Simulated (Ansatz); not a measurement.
# How fast states decay through Na3BrF2, part 2 of 3

A new crystal, Na3BrF2: structure, gap and complex bands. It is built by putting F for Cl in the Na3BrCl2 structure of space group I4/mmm, with the volume rescaled by atomic radii. The parent structure comes from the Materials Project.

Ansatz 0.2.0; LDA DFT, plane waves, PAW files (the session's first sound run).

So far. Step 2 (Cell and atoms at rest): The largest force component on a free atom ends at 0.0016 eV/Å.

The structure was built from a prototype and need not be the compound's stable phase.

## 3. The bulk crystal and its band edges

The energy window and the wavevectors of the next steps follow from the band edges, so these are searched first, off the mesh as well.

File input.yaml:

```yaml
crystal:
  lattice:
    - [-1.8501290194, 1.8501290194, 7.3423293131]
    - [1.8501290194, -1.8501290194, 7.3423293131]
    - [1.8501290194, 1.8501290194, -7.3423293131]
  atoms:
    - { symbol: Na, position: [0.6826797718, 0.6826797718, 0.0] }
    - { symbol: Na, position: [0.0, 0.0, 0.0] }
    - { symbol: Na, position: [0.3173202282, 0.3173202282, 0.0] }
    - { symbol: Br, position: [0.5, 0.5, 0.0] }
    - { symbol: F, position: [0.8285665197, 0.8285665197, 0.0] }
    - { symbol: F, position: [0.1714334803, 0.1714334803, 0.0] }
kpoints:
  mp_grid: { grid: [8, 8, 8] }
  band_path: { path: [VBM, CBM], npoints: 30 }
scf:
  occupations: { method: fixed }
hamiltonian:
  xc: lda
output:
  eigenvalues: true
  write_potential: true
  write_density: true
  volumetric_format: npy
```

Run with:

```bash
$ ansatz run input.yaml --threads 2 --pin off --max-ram 4096MiB --backend cpu --events-out ev --progress --plain --runs-dir out
```

Numbers of over 12 decimals in the logs are rounded to 6 here.

What it wrote:

```text
[...]
Crystal: 6 atoms, lattice volume = 100.531 Å³
Basis set: ecut = 420 eV, 1933 PW (Γ), FFT grids on a1−a2, a2, a1+a3
Bands: 30, of which v1, the nominal top of the filled ones, is band 24 counted from 1 (23 counted from 0)
Symmetry: 16 space group operations
[...]
k-points: 59 of 512
[...]
SCF iter   1: F=—  HF=-8688.665868 eV  |F-HF|=—  |Δ(HF+E_count)|=         —  Δρ=1.39e-2  dr2=1.37e-1  ethr=1.77e-3  ⟨swp⟩=5.2  Hψ=6577  notcnv=0  defer=222
[...]
SCF iter   7: F=-8688.618311 eV  HF=-8688.618311 eV  |F-HF|=3.39e-9  |Δ(HF+E_count)|=   4.35e-8  Δρ=2.95e-6  dr2=5.66e-9  ethr=2.08e-10  ⟨swp⟩=9.3  Hψ=6309  notcnv=0
SCF 1 converged in 7 iterations: F = -8688.618311 eV  dr2 = 5.66e-9
[...]
NSCF: frozen V_eff on 30 k-points
[...]
SCF converged after 7 iterations
Free energy (F): -8688.618311 eV
[...]
Internal energy: -8688.618311 eV  (E = F + TS)
E sigma→0 (E₀):  -8688.618311 eV
Fermi energy:    1.657088 eV
[...]
--- Band table (eV; the first three rows and the last of 59) ---
  k-point 0: bands = [... 20 lower, 0.3940, 0.9226, 1.6564, 1.6564, 5.8516, 9.2825, 9.6059, 10.1873, ... 2 higher]
  k-point 1: bands = [... 20 lower, 0.3143, 0.9105, 1.1864, 1.3475, 6.4837, 10.0123, 10.1574, 10.4148, ... 2 higher]
  k-point 2: bands = [... 20 lower, 0.3144, 0.6813, 0.8338, 0.9314, 7.8535, 9.9837, 10.7192, 11.3830, ... 2 higher]
  k-point 58: bands = [... 20 lower, 0.4315, 0.4315, 1.6448, 1.6448, 6.9327, 7.6010, 9.5283, 10.1959, ... 2 higher]
```

Elapsed: 3.5 s, on 2 threads of AMD EPYC 9R45, shared host; peak memory 0.47 GiB; 6.6 s of CPU time.

The column dr2 measures how far the density is from self-consistency, as an energy; F and HF (Harris–Foulkes) agree once it is small.

This step gave:

- Fermi energy: 1.657 eV
- gap on the k-mesh: 4.195 eV
- gap on path: 4.195 eV, by band count; negative where bands overlap
- direct gap on path: 4.195 eV
- edge places on path: 0, 0.8225 1/A along the path

The electronic bands at the labelled points (eV, zero at the Fermi level (highest filled level under fixed occupations); v1 is the highest filled band, c1 the lowest empty one):

```
  point     v4     v3     v2    v1    c1    c2    c3
    VBM  -1.32  -1.25  -0.75  0.00  6.78  7.36  8.23
halfway  -1.27  -1.10  -0.77  0.00  5.26  8.06  8.07
    CBM  -1.26  -0.73   0.00  0.00  4.19  7.63  7.95
```

The searched edges give 4.19 eV, as on the mesh.

## 4. Complex bands

This step: LDA DFT, plane waves, PAW files; complex bands by layer matching along the plane's normal (Ansatz 0.2.0).

The same crystal is laid in a cell whose first two vectors span the (001) plane (indices of the standard conventional cell, whose axes can be ordered otherwise than in the bulk input). At fixed energy and wavevector in the plane the solver finds all kz, real and complex. A few wavevectors are listed, (0, 0), (0, 0.4844) and (0.5, 0) in units of the plane's reciprocal vectors; the slowest state needn't be among them.

File input.yaml:

```yaml
crystal:
  lattice:
    - [3.700258039, 0.0, 0.0]
    - [0.0, 3.700258039, 0.0]
    - [1.850129019, 1.850129019, 7.342329313]
  atoms:
    - { symbol: Na, position: [0.3173202282, 0.3173202282, 0.3653595436] }
    - { symbol: Na, position: [0.0, 0.0, 0.0] }
    - { symbol: Na, position: [0.6826797718, 0.6826797718, 0.6346404564] }
    - { symbol: Br, position: [0.5, 0.5, 0.0] }
    - { symbol: F, position: [0.1714334803, 0.1714334803, 0.6571330394] }
    - { symbol: F, position: [0.8285665197, 0.8285665197, 0.3428669606] }
kpoints:
  mp_grid: { grid: [6, 6, 6] }
scf:
  occupations: { method: fixed }
hamiltonian:
  xc: lda
output:
  eigenvalues: true
  transmission:
    leads: [[0, 0]]
    kpoints: [[0.0, 0.0], [0.0, 0.4844], [0.5, 0.0]]
    e_range: [-1.0, 5.19]
    de: 0.1
```

What it wrote:

```text
[...]
Crystal: 6 atoms, lattice volume = 100.531 Å³
Basis set: ecut = 420 eV, 1933 PW (Γ)
Bands: 30, of which v1, the nominal top of the filled ones, is band 24 counted from 1 (23 counted from 0)
Symmetry: 16 space group operations
[...]
k-points: 30 of 216
[...]
SCF iter   1: F=—  HF=-8688.665485 eV  |F-HF|=—  |Δ(HF+E_count)|=         —  Δρ=1.39e-2  dr2=1.38e-1  ethr=1.77e-3  ⟨swp⟩=5.2  Hψ=3343  notcnv=0  defer=112
[...]
SCF iter   7: F=-8688.617914 eV  HF=-8688.617914 eV  |F-HF|=3.54e-9  |Δ(HF+E_count)|=   4.17e-8  Δρ=2.94e-6  dr2=5.56e-9  ethr=2.08e-10  ⟨swp⟩=9.2  Hψ=3127  notcnv=0
SCF 1 converged in 7 iterations: F = -8688.617914 eV  dr2 = 5.56e-9
[...]
transmission: 12 of 36 steps passed
transmission: 24 of 36 steps passed
transmission: 36 of 36 steps passed
SCF converged after 7 iterations
Free energy (F): -8688.617914 eV
[...]
Internal energy: -8688.617914 eV  (E = F + TS)
E sigma→0 (E₀):  -8688.617914 eV
Fermi energy:    1.657392 eV
[...]
--- Band table (eV; the first three rows and the last of 30) ---
  k-point 0: bands = [... 20 lower, 0.3940, 0.9226, 1.6567, 1.6567, 5.8516, 9.2826, 9.6060, 10.1873, ... 2 higher]
  k-point 1: bands = [... 20 lower, 0.4042, 0.8230, 1.6538, 1.6538, 6.0262, 8.8998, 9.5855, 10.2131, ... 2 higher]
  k-point 2: bands = [... 20 lower, 0.4228, 0.5807, 1.6480, 1.6480, 6.4897, 8.1528, 9.5468, 10.2078, ... 2 higher]
  k-point 29: bands = [... 20 lower, 0.1036, 0.3345, 0.4392, 0.9073, 9.3963, 9.8913, 9.9125, 11.2483, ... 2 higher]
--- Transmission ---
  basis      : 121 plane waves across, 12 finite elements along
  points     : 3, as listed
  energies   : 62 from -1.000000 to 5.100000 eV about the Fermi level, 0.100000 eV apart; the leads are filled to 2.097122 eV, and channels, transmission and decay are at 2.100000 eV
  crystal 0  : Br1Na3F2, at the sites [0, 0], period 7.3423 Å: whole cells are its period
    offset         : up to 0.0000 Å between an atom of the period and one for which it stands
    channels       : 0.000000e0 a spin
    conductance    : none, the energies end too early or step too widely for 300 K: set another output.transmission.e_range or a lower de, or, where they end at an eighth of basis.ecutwfc, a higher one
    slowest decay  : 0.3920 /Å at (0.0000, 0.0000)
```

Run time: 8.4 s. Hardware: 2 threads; peak memory 0.47 GiB; 11 s of CPU time.

This step gave:

| Item | Value |
| --- | --- |
| free energy | -8688.6179 eV |
| gap on the k-mesh | 4.194 eV |
| level to which the leads are filled | 2.097 eV from the Fermi level |
| decay constant at the filling level, zone centre | 0.3920 Å⁻¹ |
| decay constant at the filling level, slowest listed point | 0.392 Å⁻¹ |

K parallel (0, 0); values up to 1.5 1/Å, a degenerate pair printed once or twice; energies at which all values exceed this have no row. Table of Im kz of the slowest decaying states by energy, zero at the highest filled level on the SCF mesh:

```
energy (eV)  decay 1 (Å⁻¹)  decay 2 (Å⁻¹)  decay 3 (Å⁻¹)  decay 4 (Å⁻¹)
      -1.00          0.498          0.803              -              -
      -0.80          0.581          0.820              -              -
      -0.50          0.202          0.613          0.840              -
      -0.30          0.263          0.585          0.851              -
       0.00         0.0735          0.321          0.863              -
       0.20          0.347          0.605          0.870              -
       0.50          0.375          0.753          0.877           1.49
       0.70          0.387          0.812          0.881           1.47
       1.00          0.400          0.876          0.885           1.45
       1.20          0.404          0.887          0.909           1.43
       1.40          0.406          0.888          0.937           1.41
       1.70          0.403          0.888          0.971           1.38
       1.90          0.399          0.888          0.990           1.36
       2.20          0.388          0.886           1.01           1.33
       2.40          0.377          0.884           1.03           1.31
       2.70          0.356          0.880           1.04           1.28
       2.90          0.339          0.876           1.05           1.26
       3.10          0.318          0.872           1.06           1.23
       3.40          0.279          0.865           1.07           1.20
       3.60          0.246          0.860           1.08           1.18
       3.90          0.178          0.851           1.09           1.14
       4.10          0.102          0.844           1.09           1.12
       4.40          0.832           1.08           1.10           1.43
       4.60          0.824           1.05           1.10           1.42
       4.90          0.810           1.01           1.10           1.41
       5.10          0.799          0.985           1.11           1.40
```

K parallel (0, 0.4844); values up to 1.5 1/Å, a degenerate pair printed once or twice; energies at which all values exceed this have no row. Im kz of the slowest decaying states against energy, zero at the highest filled level on the SCF mesh:

```
energy (eV)  decay 1 (Å⁻¹)  decay 2 (Å⁻¹)  decay 3 (Å⁻¹)  decay 4 (Å⁻¹)
      -1.00          0.301          0.312           1.28           1.30
      -0.80          0.277          0.351           1.23           1.29
      -0.50          0.547           1.16           1.23           1.33
      -0.30          0.671           1.10           1.18           1.29
       0.00          0.282          0.833          0.978           1.10
       0.20          0.885          0.959           1.07           1.36
       0.50          0.867           1.05           1.08           1.49
       0.70          0.853           1.09           1.10              -
       1.00          0.839           1.12           1.13              -
       1.20          0.833           1.13           1.14              -
       1.40          0.828           1.14           1.16              -
       1.70          0.820           1.14           1.17              -
       1.90          0.814           1.15           1.18              -
       2.20          0.805           1.15           1.18              -
       2.40          0.798           1.16           1.19              -
       2.70          0.786           1.16           1.19              -
       2.90          0.777           1.16           1.20              -
       3.10          0.766           1.16           1.20              -
       3.40          0.748           1.17           1.20              -
       3.60          0.735           1.17           1.21              -
       3.90          0.713           1.18           1.21              -
       4.10          0.696           1.18           1.22              -
       4.40          0.668           1.19           1.23              -
       4.60          0.648           1.20           1.24              -
       4.90          0.613           1.22           1.26              -
       5.10          0.588           1.24           1.28              -
```

K parallel (0.5, 0); values up to 1.5 1/Å, a degenerate pair printed once or twice; energies at which all values exceed this have no row. Table of Im kz of the slowest decaying states by energy, zero at the highest filled level on the SCF mesh:

```
energy (eV)  decay 1 (Å⁻¹)  decay 2 (Å⁻¹)  decay 3 (Å⁻¹)
      -1.00          0.307           1.30           1.43
      -0.70          0.343           1.24           1.45
      -0.40          0.613           1.16           1.44
      -0.10          0.785           1.07           1.36
       0.00          0.834          0.891           1.04
       0.20          0.886           1.02           1.42
       0.50          0.872           1.06           1.49
       0.70          0.857           1.09              -
       1.00          0.842           1.12              -
       1.30          0.832           1.14              -
       1.60          0.824           1.15              -
       1.90          0.816           1.16              -
       2.20          0.806           1.17              -
       2.50          0.795           1.17              -
       2.80          0.782           1.18              -
       3.10          0.767           1.18              -
       3.40          0.749           1.18              -
       3.60          0.736           1.19              -
       3.90          0.713           1.19              -
       4.20          0.688           1.20              -
       4.50          0.658           1.22              -
       4.80          0.625           1.23              -
       5.10          0.588           1.26              -
```

At the listed wavevectors the last open channel is at -0.80 eV and the next at +4.20 eV on the grid, wider than the gap, since narrow bands can fall between grid energies. At +2.10 eV, the grid energy nearest the filling level (the middle of the gap on the SCF mesh), the slowest state at the listed wavevectors decays with κ = 0.392 Å⁻¹, its amplitude falling by e over 2.6 Å. Through 1 nm of this crystal that state's transmission falls by exp(−2 × 0.392 Å⁻¹ × 10 Å) = 3.9e-4.

## 5. Decay over the two-dimensional zone

The listed points could miss the slowest state, so one energy near mid-gap is solved on a mesh of 8×8.

Changes to input.yaml since step 4:

```diff
@@ -20,6 +20,2 @@
   eigenvalues: true
-  transmission:
-    leads: [[0, 0]]
-    kpoints: [[0.0, 0.0], [0.0, 0.4844], [0.5, 0.0]]
-    e_range: [-1.0, 5.19]
-    de: 0.1
+  transmission: { leads: [[0, 0]], kmesh: [8, 8], e_range: [2.1, 2.11], de: 0.05 }
```

What it wrote:

```text
[...]
Crystal: 6 atoms, lattice volume = 100.531 Å³
Basis set: ecut = 420 eV, 1933 PW (Γ)
Bands: 30, of which v1, the nominal top of the filled ones, is band 24 counted from 1 (23 counted from 0)
Symmetry: 16 space group operations
[...]
k-points: 30 of 216
[...]
SCF iter   1: F=—  HF=-8688.665485 eV  |F-HF|=—  |Δ(HF+E_count)|=         —  Δρ=1.39e-2  dr2=1.38e-1  ethr=1.77e-3  ⟨swp⟩=5.2  Hψ=3343  notcnv=0  defer=112
[...]
SCF iter   7: F=-8688.617914 eV  HF=-8688.617914 eV  |F-HF|=3.54e-9  |Δ(HF+E_count)|=   4.17e-8  Δρ=2.94e-6  dr2=5.56e-9  ethr=2.08e-10  ⟨swp⟩=9.2  Hψ=3127  notcnv=0
SCF 1 converged in 7 iterations: F = -8688.617914 eV  dr2 = 5.56e-9
[...]
transmission: 40 of 150 steps passed
transmission: 80 of 150 steps passed
transmission: 120 of 150 steps passed
transmission: 150 of 150 steps passed
SCF converged after 7 iterations
Free energy (F): -8688.617914 eV
[...]
Internal energy: -8688.617914 eV  (E = F + TS)
E sigma→0 (E₀):  -8688.617914 eV
Fermi energy:    1.657392 eV
[...]
--- Band table (eV; the first three rows and the last of 30) ---
  k-point 0: bands = [... 20 lower, 0.3940, 0.9226, 1.6567, 1.6567, 5.8516, 9.2826, 9.6060, 10.1873, ... 2 higher]
  k-point 1: bands = [... 20 lower, 0.4042, 0.8230, 1.6538, 1.6538, 6.0262, 8.8998, 9.5855, 10.2131, ... 2 higher]
  k-point 2: bands = [... 20 lower, 0.4228, 0.5807, 1.6480, 1.6480, 6.4897, 8.1528, 9.5468, 10.2078, ... 2 higher]
  k-point 29: bands = [... 20 lower, 0.1036, 0.3345, 0.4392, 0.9073, 9.3963, 9.8913, 9.9125, 11.2483, ... 2 higher]
--- Transmission ---
  basis      : 121 plane waves across, 10 finite elements along
  points     : 15, standing for a mesh of 8 x 8
  energies   : 1 from 2.100000 to 2.100000 eV about the Fermi level; the leads are filled to 2.097122 eV, and channels, transmission and decay are at 2.100000 eV
  crystal 0  : Br1Na3F2, at the sites [0, 0], period 7.3423 Å: whole cells are its period
[...]
channels       : 0.000000e0 a spin
    conductance    : none, crystal 0 has no channel at the energies, or these end too early or step too widely for 300 K: set another output.transmission.e_range or a lower de, or, where they end at an eighth of basis.ecutwfc, a higher one
    slowest decay  : 0.3920 /Å at (0.0000, 0.0000)
```

It took 2.2 s on 2 threads; peak memory 0.49 GiB.

Numbers from this step:

* least decay constant on the mesh: 0.392 Å⁻¹

Slowest decay constant (1/Å; 0 where a channel is open) over k1 and k2. At 2.1000 eV from the Fermi level.

Ten even steps from '_' (0.392) to '@' (0.810):
```
@@##@@@@@@@@@@##
@@@@##******##@@
@@@@**::..::**@@
@@@@**..__..**@@
@@@@**::..::**@@
@@@@##******##@@
@@##@@@@@@@@@@##
##@@@@@@@@@@@@@@
```
Columns: k1 (b1) from -0.5 to 0.375; rows upwards: k2 (b2) from -0.5 to 0.375.

The least value on the mesh is 0.392 Å⁻¹ at +2.10 eV. At that energy the listed points give about 0.392 Å⁻¹ by interpolation, so the mesh holds no clearly slower state.

## 6. Band edges at another level

This step: PBE DFT, plane waves, PAW files (Ansatz 0.2.0).

The edges again with PBE, at the same atoms.

File input.yaml:

```yaml
crystal:
  lattice:
    - [-1.8501290194, 1.8501290194, 7.3423293131]
    - [1.8501290194, -1.8501290194, 7.3423293131]
    - [1.8501290194, 1.8501290194, -7.3423293131]
  atoms:
    - { symbol: Na, position: [0.6826797718, 0.6826797718, 0.0] }
    - { symbol: Na, position: [0.0, 0.0, 0.0] }
    - { symbol: Na, position: [0.3173202282, 0.3173202282, 0.0] }
    - { symbol: Br, position: [0.5, 0.5, 0.0] }
    - { symbol: F, position: [0.8285665197, 0.8285665197, 0.0] }
    - { symbol: F, position: [0.1714334803, 0.1714334803, 0.0] }
kpoints:
  mp_grid: { grid: [8, 8, 8] }
  band_path: { path: [VBM, CBM], npoints: 30 }
scf:
  occupations: { method: fixed }
hamiltonian:
  xc: pbe
output:
  eigenvalues: true
```

What it wrote:

```text
[...]
Crystal: 6 atoms, lattice volume = 100.531 Å³
Basis set: ecut = 420 eV, 1933 PW (Γ), FFT grids on a1+a3, a2+a3, a3
Bands: 30, of which v1, the nominal top of the filled ones, is band 24 counted from 1 (23 counted from 0)
Symmetry: 16 space group operations
[...]
k-points: 59 of 512
[...]
SCF iter   1: F=—  HF=-8866.496326 eV  |F-HF|=—  |Δ(HF+E_count)|=         —  Δρ=8.21e-4  dr2=5.36e-4  ethr=1.77e-3  ⟨swp⟩=5.3  Hψ=6603  notcnv=0  defer=222
[...]
SCF iter   6: F=-8866.495089 eV  HF=-8866.495089 eV  |F-HF|=7.77e-10  |Δ(HF+E_count)|=   1.78e-7  Δρ=7.77e-6  dr2=3.85e-8  ethr=2.08e-10  ⟨swp⟩=8.0  Hψ=7373  notcnv=0
SCF 1 converged in 6 iterations: F = -8866.495089 eV  dr2 = 3.85e-8
[...]
SCF converged after 6 iterations
Free energy (F): -8866.495089 eV
[...]
Internal energy: -8866.495089 eV  (E = F + TS)
E sigma→0 (E₀):  -8866.495089 eV
Fermi energy:    1.966493 eV
[...]
--- Band table (eV; the first three rows and the last of 59) ---
  k-point 0: bands = [... 20 lower, 0.8135, 1.2907, 1.9665, 1.9665, 6.5613, 9.9556, 10.1333, 10.8550, ... 2 higher]
  k-point 1: bands = [... 20 lower, 0.7366, 1.2722, 1.5187, 1.6705, 7.1775, 10.6876, 10.8118, 10.9388, ... 2 higher]
  k-point 2: bands = [... 20 lower, 0.7441, 1.0473, 1.1871, 1.2761, 8.5414, 10.6138, 11.3644, 12.0570, ... 2 higher]
  k-point 58: bands = [... 20 lower, 0.8533, 0.8533, 1.9545, 1.9545, 7.6104, 8.3033, 10.0692, 10.8050, ... 2 higher]
```

Wall time 2.4 s (2 threads); peak memory 0.44 GiB.

Numbers from this step:

```yaml
free_energy: -8866.4951 eV
fermi_energy: 1.966 eV
gap_on_the_k_mesh: 4.595 eV
gap_on_path: 4.595 eV, by band count; negative where bands overlap
direct_gap_on_path: 4.595 eV
edge_places_on_path: 0, 0 1/A along the path
```

Levels at VBM (eV): -2.08, -1.79, -1.32, -1.32, -1.15, -1.15, -0.68, 0.00, 0.00, 4.59, 7.99.

The searched edges give 4.59 eV, as on the mesh.

For the gap on the k-mesh, step 3 gave 4.19 eV; this run, with PBE, gives 4.59 eV.

(Continued in part 3 of 3.)

[Logs are printed without paths, hosts, clocks, repeated set-up lines and the standing remarks that a program may print on its own settings, such as how far it seeks lower states.]

[Hosts, paths, dates, database ids (printed as entryN), source tags and the programs' standing remarks are cut or masked in the printed files.]
